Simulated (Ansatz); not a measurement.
**PtSe2 (Sudovikovite, P-3m1) under uniaxial strain along c**

Aim: how do the optical modes of PtSe2 (Sudovikovite, P-3m1) shift and split under this strain?

Method: DFT PBE+D3(BJ), scalar-relativistic, plane waves, PAW; PAW set soft_1, in Ansatz 0.2.0.

The database entry behind the starting cell has ideal inner coordinates that were not refined, so it need not match the best structure at ambient conditions.

## 1. The structure

It takes space group P-3m1 (No. 164, trigonal). The conventional cell has a = 3.724 Å, b = 3.724 Å, c = 5.062 Å, α = 90.00°, β = 90.00°, γ = 120.00°. Se has 3 Pt at 2.49 Å nearest. Nearest to Pt lie 6 Se at 2.49 Å. Farther neighbours and most contacts between anions are not listed.

Structure file:

```cif
data_structure
_symmetry_space_group_name_H-M 'P-3m1'
_symmetry_Int_Tables_number 164
_cell_length_a 3.7240
_cell_length_b 3.7240
_cell_length_c 5.0620
_cell_angle_alpha 90.000
_cell_angle_beta 90.000
_cell_angle_gamma 120.000
_cell_volume 60.80
loop_
_atom_site_label
_atom_site_type_symbol
_atom_site_symmetry_multiplicity
_atom_site_Wyckoff_symbol
_atom_site_fract_x
_atom_site_fract_y
_atom_site_fract_z
_atom_site_occupancy
Se1 Se 2 d 0.33333 0.66667 0.25000 1
Pt1 Pt 1 a 0.00000 0.00000 0.00000 1
```

## 2. A rough relaxation first

The start is far from rest, so a relaxation with loose tolerances brings it close first.

input.yaml

```yaml
crystal:
  lattice:
    - [3.724, 0.0, 0.0]
    - [-1.862, 3.2250786037, 0.0]
    - [0.0, 0.0, 5.062]
  atoms:
    - { symbol: Se, position: [0.33333333, 0.66666667, 0.25] }
    - { symbol: Se, position: [0.66666667, 0.33333333, 0.75] }
    - { symbol: Pt, position: [0.0, 0.0, 0.0] }
kpoints:
  mp_grid: { grid: [6, 6, 4] }
hamiltonian:
  xc: pbe
  dispersion: d3bj
  pseudopotentials: { kind: paw, azcp: { folder: soft_1 } }
scf:
  occupations: { method: gaussian, width: 0.1 }
output:
  forces: true
  stress: true
  eigenvalues: true
relax:
  adjacent_minimum: "off"
  f_tol: 0.05
  max_steps: 80
  cell: { stress_tol: 0.5 }
```

Command:

```bash
$ ansatz run input.yaml --threads 4 --pin off --max-ram 10240MiB --backend cpu --events-out ev --progress --plain --runs-dir out
```

Numbers of over 12 decimals in the logs are rounded to 6 here.

What it wrote:

```text
The last accepted step is kept in <dir> (removed where the run ends without a failure and the disk answers)
Engine: ansatz 0.2.0, x86_64-unknown-linux-gnu
Pseudopotentials: kind: paw
Pseudopotential: Se, paw, valence charge 16, recommended cutoff 420 eV (normal), soft_1/Se.paw.azcp
Pseudopotential: Pt, paw, valence charge 18, recommended cutoff 420 eV (normal), soft_1/Pt.paw.azcp
Functional definition: PBE
[...]
F+E_penalty+E_count = -23465.44884343 eV   max|allowed force component| = 6.771e-3 eV/Å   (the final SCF, on the basis selected at the relaxed cell)
  cell:  # Å, volume = 59.6989 Å³
    - [3.764489, 0, 0]
    - [-1.882244, 3.260143, 0]
    - [0, 0, 4.864336]
  atoms:
    - { symbol: Se, position: [0.333333, 0.666667, 0.264484] }
    - { symbol: Se, position: [0.666667, 0.333333, 0.735516] }
    - { symbol: Pt, position: [0, 0, 0] }
[key lines of the parts left out:]
SCF converged after 4 iterations
Free energy (F): -23465.448843 eV
Fermi energy:    13.236319 eV
P = ⅓ Tr σ = -0.0308 GPa (-0.308 kbar)
```

It took 17 s on 4 threads of Intel Xeon at 2.50GHz (Skylake/Cascade Lake), shared host; peak memory 0.41 GiB; 32 s of CPU time.

Step by step:

| step | energy less that of the first step (eV) | largest force component (eV/Å) | pressure (GPa) | volume (Å³) |
| --- | --- | --- | --- | --- |
| 1 | 0.0000 | 0.6008 | 3.49 | 60.80 |
| 2 | -0.0172 | 0.5937 | -1.06 | 58.94 |
| 3 | -0.0475 | 0.0075 | -0.82 | 60.44 |
| 4 | -0.0503 | 0.0067 | -0.03 | 59.70 |
| 5* | -0.0501 | 0.0068 | -0.03 | 59.70 |

Relaxation steps marked * repeat the geometry before them on a plane-wave basis chosen anew for their cell, so energy and pressure can jump there.

Forces are held to the 12 operations that the run works with; a distortion that breaks them can't arise in this run.

| conventional cell, symmetrised | before | after | change |
| --- | --- | --- | --- |
| a (Å) | 3.724 | 3.764 | +1.1 % |
| b (Å) | 3.724 | 3.764 | +1.1 % |
| c (Å) | 5.062 | 4.864 | -3.9 % |
| volume (Å³/atom) | 20.27 | 19.90 | -1.8 % |

The atoms that moved most (Å, as changes of fractional coordinates times the final cell):

| atom | dx | dy | dz | length |
| --- | --- | --- | --- | --- |
| Se2 | 0.000 | 0.000 | -0.070 | 0.070 |
| Se1 | 0.000 | 0.000 | 0.070 | 0.070 |

Final coordinates:

```xyz
3
Lattice="3.7645 0.0000 0.0000 -1.8822 3.2601 0.0000 0.0000 0.0000 4.8643" Properties=species:S:1:pos:R:3 pbc="T T T"
Se    0.0000    2.1734    1.2865
Se    1.8822    1.0867    3.5778
Pt    0.0000    0.0000    0.0000
```

This step gave:

```
pressure          : -0.03082 GPa
volume per atom   : 19.90 Å³
gap on the k-mesh : 0 eV
```

In this step the volume went from 20.27 to 19.90 Å³/atom.

## 3. Relaxation

Harmonic phonons are second derivatives at a point where the forces vanish, and they are wanted at zero stress, so atoms and cell are relaxed first.

input.yaml, the sections that differ from step 2:

```yaml
crystal:
  lattice:
    - [3.764488631, 0.0, 0.0]
    - [-1.8822443155, 3.2601427867, 0.0]
    - [0.0, 0.0, 4.8643362674]
  atoms:
    - { symbol: Se, position: [0.3333333333, 0.6666666667, 0.2644842172] }
    - { symbol: Se, position: [0.6666666667, 0.3333333333, 0.7355157828] }
    - { symbol: Pt, position: [0.0, 0.0, 0.0] }
kpoints:
  mp_grid: { grid: [15, 15, 10] }
output:
  forces: true
  stress: true
  eigenvalues: true
  write_density: true
  write_potential: true
  elf: true
  volumetric_format: npy
relax:
  adjacent_minimum: "off"
  f_tol: 0.005
  max_steps: 80
  cell: { stress_tol: 0.05 }
# hamiltonian, scf: as in step 2
```

What it wrote:

```text
[...]
Crystal: 3 atoms, lattice volume = 59.699 Å³
Basis set: ecut = 420 eV, 1169 PW (Γ), exchange–correlation on 54×54×72 points (8 copies of the dense FFT grid, shifted against one another)
Bands: 30, of which v1, the nominal top of the filled ones, is band 25 counted from 1 (24 counted from 0)
Symmetry: 12 space group operations
[...]
k-points: 238 of 2250
[...]
SCF iter   1: F=—  HF=-23465.591143 eV  |F-HF|=—  |Δ(HF+E_count)|=         —  Δρ=4.86e-2  dr2=6.91e-1  ethr=3.10e-3  ⟨swp⟩=5.4  Hψ=26576  notcnv=0
[...]
SCF iter  10: F=-23465.446892 eV  HF=-23465.446892 eV  |F-HF|=9.71e-9  |Δ(HF+E_count)|=   5.72e-8  Δρ=5.28e-6  dr2=1.49e-8  ethr=2.00e-10  ⟨swp⟩=11.7  Hψ=48946  notcnv=0
SCF 1 converged in 10 iterations: F = -23465.446892 eV  dr2 = 1.49e-8
[...]
relax step   1: F+E_penalty+E_count = -23465.44689162 eV  Δ(F+E_penalty+E_count) = +0.000e0 eV  max|allowed force component| = 3.681e-3 eV/Å  Δτ_max = 0.0000 Å  P = -0.071 GPa  Ω = 59.699 Å³  (10 SCF iters, dr2 threshold 1.00e-7 eV, accepted)
Crystal: 3 atoms, lattice volume = 59.447 Å³
[...]
SCF iter   4: F=-23465.447677 eV  HF=-23465.447677 eV  |F-HF|=3.18e-8  |Δ(HF+E_count)|=   1.77e-7  Δρ=8.97e-6  dr2=4.51e-8  ethr=6.00e-10  ⟨swp⟩=9.4  Hψ=62649  notcnv=0
SCF 2 converged in 4 iterations: F = -23465.447677 eV  dr2 = 4.51e-8
relax step   2: F+E_penalty+E_count = -23465.44767662 eV  Δ(F+E_penalty+E_count) = -7.850e-4 eV  max|allowed force component| = 7.184e-3 eV/Å  Δτ_max = 0.0037 Å  P = +0.001 GPa  Ω = 59.447 Å³  energy of the carried Pulay correction = +5.685e-5 eV  (4 SCF iters, dr2 threshold 3.00e-7 eV, accepted)
Crystal: 3 atoms, lattice volume = 59.303 Å³
[...]
SCF iter   6: F=-23465.447708 eV  HF=-23465.447708 eV  |F-HF|=1.46e-11  |Δ(HF+E_count)|=  6.98e-10  Δρ=2.97e-7  dr2=3.82e-11  ethr=6.45e-12  ⟨swp⟩=7.0  Hψ=43457  notcnv=0
SCF 3 converged in 6 iterations: F = -23465.447708 eV  dr2 = 3.82e-11
relax step   3: F+E_penalty+E_count = -23465.44770780 eV  Δ(F+E_penalty+E_count) = -3.118e-5 eV  max|allowed force component| = 1.580e-2 eV/Å  Δτ_max = 0.0042 Å  P = +0.011 GPa  Ω = 59.303 Å³  energy of the carried Pulay correction = +9.268e-5 eV  (6 SCF iters, dr2 threshold 3.23e-9 eV, rejected (line search))
[...]
relax step   4: F+E_penalty+E_count = -23465.44771687 eV  Δ(F+E_penalty+E_count) = -4.025e-5 eV  max|allowed force component| = 9.261e-4 eV/Å  Δτ_max = 0.0014 Å  P = -0.009 GPa  Ω = 59.399 Å³  energy of the carried Pulay correction = +6.806e-5 eV  (6 SCF iters, accepted)
[...]
SCF iter   5: F=-23465.447648 eV  HF=-23465.447648 eV  |F-HF|=2.55e-11  |Δ(HF+E_count)|=  1.09e-10  Δρ=1.47e-7  dr2=1.71e-11  ethr=1.00e-12  ⟨swp⟩=4.0  Hψ=39607  notcnv=0
SCF 5 converged in 5 iterations: F = -23465.447648 eV  dr2 = 1.71e-11
relax step   5: F+E_penalty+E_count = -23465.44764812 eV  Δ(F+E_penalty+E_count) = +6.874e-5 eV  max|allowed force component| = 9.199e-4 eV/Å  Δτ_max = 0.0000 Å  P = -0.008 GPa  Ω = 59.399 Å³  stress off target by 2.61e-2 GPa  SCF on the basis re-selected at this cell (its energy is not comparable with the rows above)  (5 SCF iters)
[...]
SCF converged after 5 iterations
Free energy (F): -23465.447648 eV
[...]
Internal energy: -23465.443885 eV  (E = F + TS)
E sigma→0 (E₀):  -23465.445767 eV
Entropy (-TS):   -0.003763 eV (-1.254 meV/atom)
Fermi energy:    13.307574 eV
[...]
--- Forces (eV/Å), atoms counted from 1 ---
  atom   1  Se    -0.00000000     0.00000000     0.00091985
  atom   2  Se     0.00000000    -0.00000000    -0.00091985
  atom   3  Pt     0.00000000    -0.00000000     0.00000000
  max |Σ_I F_I| component: 1.05e-30 eV/Å
--- Stress (GPa, compression-positive) ---
        0.000765      -0.000000      -0.000000
       -0.000000       0.000765       0.000000
       -0.000000       0.000000      -0.026128
  P = ⅓ Tr σ = -0.0082 GPa (-0.082 kbar)
--- Band table (eV; the first three rows and the last of 238) ---
  k-point 0: bands = [... 21 lower, 10.8429, 12.3071, 12.3071, 14.0937, 14.3839, 14.3839, 16.6791, 17.4220, ... 1 higher]
  k-point 1: bands = [... 21 lower, 10.8374, 12.2202, 12.2202, 13.7821, 14.5109, 14.5109, 16.7792, 17.7284, ... 1 higher]
  k-point 2: bands = [... 21 lower, 10.8140, 12.0203, 12.0203, 13.0876, 14.8248, 14.8248, 17.0897, 18.3831, ... 1 higher]
  k-point 237: bands = [... 21 lower, 9.0317, 9.8722, 10.8385, 10.8385, 15.6509, 15.6509, 19.8978, 20.9266, ... 1 higher]
--- Relaxed structure (4 steps of the walk, 3 accepted, 1 SCFs on fresh bases) ---
[...]
cell:  # Å, volume = 59.3991 Å³
    - [3.771503, 0, -3.308610307420333e-18]
    - [-1.885752, 3.266218, 1.65430515371017e-18]
    - [-4.275266760152771e-18, 0, 4.821923]
  atoms:
    - { symbol: Se, position: [0.333333, 0.666667, 0.265521] }
    - { symbol: Se, position: [0.666667, 0.333333, 0.734479] }
    - { symbol: Pt, position: [0, 0, 0] }
```

Elapsed: 92 s, on 4 threads; peak memory 0.67 GiB.

Step by step:

| step | energy less that of the first step (eV) | largest force component (eV/Å) | pressure (GPa) | volume (Å³) |
| --- | --- | --- | --- | --- |
| 1 | 0.0000 | 0.0037 | -0.07 | 59.70 |
| 2 | -0.0008 | 0.0072 | 0.00 | 59.45 |
| 3 | -0.0008 | 0.0158 | 0.01 | 59.30 |
| 4 | -0.0008 | 0.0009 | -0.01 | 59.40 |
| 5* | -0.0008 | 0.0009 | -0.01 | 59.40 |

Relaxation steps marked * repeat the geometry before them on a plane-wave basis chosen anew for their cell, so energy and pressure can jump there. Relaxation step 3 was tried and not accepted.

The run keeps the 12 symmetry operations that it works with, so distortions that break them were not tested.

| conventional cell, symmetrised | before | after | change |
| --- | --- | --- | --- |
| a (Å) | 3.764 | 3.772 | +0.2 % |
| b (Å) | 3.764 | 3.772 | +0.2 % |
| c (Å) | 4.864 | 4.822 | -0.9 % |
| volume (Å³/atom) | 19.90 | 19.80 | -0.5 % |

Final coordinates:

```xyz
3
Lattice="3.7715 0.0000 0.0000 -1.8858 3.2662 0.0000 0.0000 0.0000 4.8219" Properties=species:S:1:pos:R:3 pbc="T T T"
Se    0.0000    2.1775    1.2803
Se    1.8858    1.0887    3.5416
Pt    0.0000    0.0000    0.0000
```

Numbers from this step:

- pressure: -0.008199 GPa
- volume per atom: 19.80 Å³

ELF in the ac plane at fractional y = 0.000, with atoms of Pt within 0.2 Å of it. It is the smooth field of the valence electrons, not physical close to the nuclei.

Values, 17 rows by 14 columns, each cell a mean:
```
0.59 0.57 0.53 0.40 0.28 0.25 0.21 0.20 0.22 0.26 0.30 0.45 0.55 0.57
0.60 0.55 0.45 0.32 0.29 0.33 0.33 0.33 0.34 0.32 0.29 0.36 0.48 0.57
0.54 0.46 0.34 0.29 0.37 0.47 0.50 0.51 0.50 0.44 0.35 0.29 0.37 0.49
0.38 0.34 0.28 0.32 0.43 0.54 0.58 0.59 0.58 0.52 0.40 0.29 0.29 0.35
0.26 0.24 0.24 0.30 0.43 0.55 0.61 0.61 0.60 0.53 0.40 0.27 0.23 0.25
0.15 0.15 0.16 0.23 0.37 0.50 0.57 0.59 0.56 0.47 0.34 0.20 0.15 0.15
0.06 0.06 0.08 0.13 0.23 0.34 0.42 0.44 0.40 0.31 0.20 0.11 0.07 0.06
0.02 0.02 0.03 0.07 0.12 0.18 0.23 0.24 0.22 0.16 0.10 0.05 0.03 0.02
0.02 0.02 0.03 0.06 0.10 0.15 0.20 0.21 0.19 0.14 0.09 0.05 0.03 0.02
0.04 0.04 0.06 0.11 0.18 0.28 0.35 0.37 0.34 0.26 0.17 0.09 0.05 0.04
0.12 0.11 0.13 0.20 0.32 0.45 0.53 0.55 0.52 0.42 0.29 0.17 0.12 0.11
0.23 0.22 0.22 0.29 0.42 0.55 0.60 0.61 0.59 0.52 0.39 0.25 0.21 0.22
0.33 0.30 0.27 0.32 0.44 0.55 0.60 0.60 0.59 0.53 0.41 0.29 0.27 0.31
0.50 0.43 0.32 0.30 0.39 0.49 0.53 0.53 0.53 0.47 0.36 0.29 0.34 0.45
0.60 0.53 0.41 0.30 0.32 0.38 0.40 0.40 0.40 0.37 0.30 0.32 0.44 0.56
0.59 0.56 0.52 0.38 0.28 0.26 0.23 0.22 0.24 0.27 0.29 0.43 0.53 0.57
0.60 0.58 0.57 0.44 0.29 0.22 0.17 0.15 0.18 0.24 0.31 0.50 0.57 0.59
```
Columns run along a (3.8 Å), rows up along c (4.8 Å). Atoms in or near the plane, at fractional coordinates: Pt at (0.00, 0.00).

Electrostatic potential energy in the ac plane at fractional y = 0.000, with atoms of Pt within 0.2 Å of it. With pseudopotentials it is smooth inside the atoms' cores, unlike the true potential.

Values in eV, 17 rows by 14 columns, each cell a mean:
```
-56 -55 -43 -12   7  13  14  15  14  12   5 -22 -48 -56
-50 -45 -28  -1  10  13  13  13  13  12   8  -9 -33 -47
-20 -14  -1   9  12  12  11  11  12  12  12   6  -4 -16
  5   7  10  13  13  12  10   9  10  12  13  12  10   7
 14  14  15  15  14  12   9   9  10  12  14  15  15  14
 16  16  16  16  14  13  11  10  11  13  15  16  16  16
 17  17  17  16  15  14  13  13  13  15  16  16  17  17
 17  17  17  17  16  15  15  15  15  16  16  17  17  17
 17  17  17  17  16  15  15  15  15  16  16  17  17  17
 17  17  17  16  16  15  14  14  14  15  16  17  17  17
 17  17  16  16  15  13  12  11  12  14  15  16  16  17
 15  15  15  15  14  12  10   9  10  12  14  15  15  15
 10  11  12  14  13  12   9   9  10  12  13  13  12  11
-11  -6   3  10  12  12  11  10  11  12  12   8   1  -8
-41 -35 -18   3  11  13  13  13  13  12  10  -2 -23 -37
-56 -54 -40 -10   8  13  14  14  14  12   6 -19 -45 -55
-56 -56 -47 -16   6  13  15  15  14  12   3 -27 -51 -56
```
Columns run along a (3.8 Å; values clipped at the 3rd and 97th percentile), rows up along c (4.8 Å). Atoms in or near the plane, at fractional coordinates: Pt at (0.00, 0.00).

Valence density in the ac plane at fractional y = 0.000, with atoms of Pt within 0.2 Å of it. It is the smooth field of the valence electrons, not physical close to the nuclei.

Values in e/Å³, 17 rows by 14 columns, each cell a mean:
```
10  8  5  1  1  0  0  0  0  0  1  2  6  9
 7  5  3  1  0  0  0  0  0  0  0  1  3  6
 2  2  1  0  0  0  0  0  0  0  0  1  1  2
 1  1  0  0  0  0  0  0  0  0  0  0  0  1
 0  0  0  0  0  0  0  0  0  0  0  0  0  0
 0  0  0  0  0  0  0  0  0  0  0  0  0  0
 0  0  0  0  0  0  0  0  0  0  0  0  0  0
 0  0  0  0  0  0  0  0  0  0  0  0  0  0
 0  0  0  0  0  0  0  0  0  0  0  0  0  0
 0  0  0  0  0  0  0  0  0  0  0  0  0  0
 0  0  0  0  0  0  0  0  0  0  0  0  0  0
 0  0  0  0  0  0  0  0  0  0  0  0  0  0
 0  0  0  0  0  0  0  0  0  0  0  0  0  0
 2  1  1  0  0  0  0  0  0  0  0  0  1  1
 5  4  2  1  0  0  0  0  0  0  0  1  2  4
 9  8  4  1  1  0  0  0  0  0  1  2  5  8
11 10  6  2  1  0  0  0  0  0  1  3  7 10
```
Columns run along a (3.8 Å), rows up along c (4.8 Å). Atoms in or near the plane, at fractional coordinates: Pt at (0.00, 0.00).

In this step the volume went from 19.90 to 19.80 Å³/atom.

## 4. Tight relaxation

Phonons need small forces and stress, so the relaxation is finished with tight tolerances on 15×15×10 k points.

input.yaml, the sections that differ from step 3:

```yaml
crystal:
  lattice:
    - [3.7715032217, 0.0, 0.0]
    - [-1.8857516109, 3.2662176005, 0.0]
    - [0.0, 0.0, 4.8219232048]
  atoms:
    - { symbol: Se, position: [0.3333333333, 0.6666666667, 0.2655211388] }
    - { symbol: Se, position: [0.6666666667, 0.3333333333, 0.7344788612] }
    - { symbol: Pt, position: [0.0, 0.0, 0.0] }
scf:
  occupations: { method: methfessel_paxton, width: 0.2 }
output:
  forces: true
  stress: true
  eigenvalues: true
relax:
  adjacent_minimum: "off"
  f_tol: 0.001
  max_steps: 60
  cell: { stress_tol: 0.01 }
# kpoints, hamiltonian: as in step 3
```

What it wrote:

```text
[...]
Crystal: 3 atoms, lattice volume = 59.399 Å³
Basis set: ecut = 420 eV, 1169 PW (Γ), exchange–correlation on 54×54×72 points (8 copies of the dense FFT grid, shifted against one another)
Bands: 30, of which v1, the nominal top of the filled ones, is band 25 counted from 1 (24 counted from 0)
Symmetry: 12 space group operations
[...]
k-points: 238 of 2250
[...]
--- Relaxed structure (4 steps of the walk, 4 accepted, 1 SCFs on fresh bases) ---
[...]
cell:  # Å, volume = 59.3665 Å³
    - [3.771865, 2.8870181859512547e-11, 0]
    - [-1.885933, 3.266531, 0]
    - [0, 1.150843212708791e-19, 4.818351]
  atoms:
    - { symbol: Se, position: [0.333333, 0.666667, 0.265643] }
    - { symbol: Se, position: [0.666667, 0.333333, 0.734357] }
    - { symbol: Pt, position: [0, 0, 0] }
[key lines of the parts left out:]
SCF converged after 5 iterations
Free energy (F): -23465.445667 eV
Fermi energy:    13.318008 eV
P = ⅓ Tr σ = -0.0009 GPa (-0.009 kbar)
```

The job ended after 84 s (4 threads; peak memory 0.66 GiB; 3.6 min of CPU time).

Little changed from the start: no atom moved by 0.005 Å and no cell edge by 0.1 %.

This step gave:

| Quantity | Value |
| --- | --- |
| pressure | -8.62e-4 GPa |
| volume per atom | 19.79 Å³ |

The largest force component left is 0.10 meV/Å and the pressure is -0.001 GPa, within the tolerances set. The cell now holds 19.79 Å³/atom.

[end of part 1 of 2]

[Logs are printed without paths, hosts, clocks, repeated set-up lines and the standing remarks that a program may print on its own settings, such as how far it seeks lower states.]

[Hosts, paths, dates, database ids (printed as entryN), source tags and the programs' standing remarks are cut or masked in the printed files.]
